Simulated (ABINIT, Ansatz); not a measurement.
Entries from a set of simulations; values are calculated unless marked as measured.

```
Ba2CaMoO6 (Fm-3m): G0W0 with ABINIT, start to end
1.0
     0.00000    4.19006    4.19006
     4.19006    0.00000    4.19006
     4.19006    4.19006    0.00000
Ba Ca Mo O
2 1 1 6
Direct
  0.25000 0.25000 0.25000
  0.75000 0.75000 0.75000
  0.00000 0.00000 0.00000
  0.50000 0.50000 0.50000
  0.72814 0.27186 0.27186
  0.27186 0.72814 0.27186
  0.27186 0.72814 0.72814
  0.72814 0.27186 0.72814
  0.27186 0.27186 0.72814
  0.72814 0.72814 0.27186
# method: RPA screening on LDA, plane waves, norm-conserving pseudopotentials (and 2 further levels or steps)
# program: ABINIT 10.8.3
# settings: cutoff 36 Ha, PseudoDojo scalar-relativistic 0.4.1 standard, norm-conserving, ngkpt (2, 2, 2), nband 479, ecuteps 8 Ha, inclvkb 2, shiftk (0, 0, 0), symchi 1, awtr 1, frequency ppm, 2×2×2 k-mesh
# notes: The program’s warnings: nproc spkpt=  >= nkpt= * nsppol=. The cell and positions come from the Crystallography Open Database and are kept as given unless a step says otherwise. Limits: no spin-orbit coupling. The 2×2×2 mesh is coarse for this cell, which bears on the long-range parts of exchange and screening.
# LDA gap: 2.13 eV, indirect
# G0W0 gap on the mesh: 3.61 eV
# GW settings: 2×2×2 mesh, 479 bands, screening to 217.7 eV, Godby-Needs plasmon pole
# known limits: short of the basis limit; no spin-orbit coupling; coarse k mesh
```

[Long decimals in the printed logs are rounded to 6 places.]

[Logs are printed without paths, hosts, clocks, repeated set-up lines and the standing remarks that a program may print on its own settings, such as how far it seeks lower states.]

[Paths, hosts, dates, memory and timing lines, banners, echoed tables and standing remarks are left out of the program output; an Ansatz launch command may be rebuilt from the run's recorded settings. Measured values are a selection of at most five: reports struck by readers or far from the other reports are left out. None is set beside runs whose start may be inverted or whose files or cutoffs have a known fault.]

[Runs of the session that timed out or met a known fault of the program may be left out.]

[Hosts, paths, dates, database ids (printed as entryN), source tags and the programs' standing remarks are cut or masked in the printed files.]

[G0W0 gaps are taken among the corrected bands and points alone; a level outside them can change the order at an edge.]

[Where Ansatz stands beside ABINIT at settings called matched, ABINIT's density can come from a denser mesh and the files from another edition; pairs whose starting gaps differed by over 0.03 eV were left out, so agreement reads better than it is.]
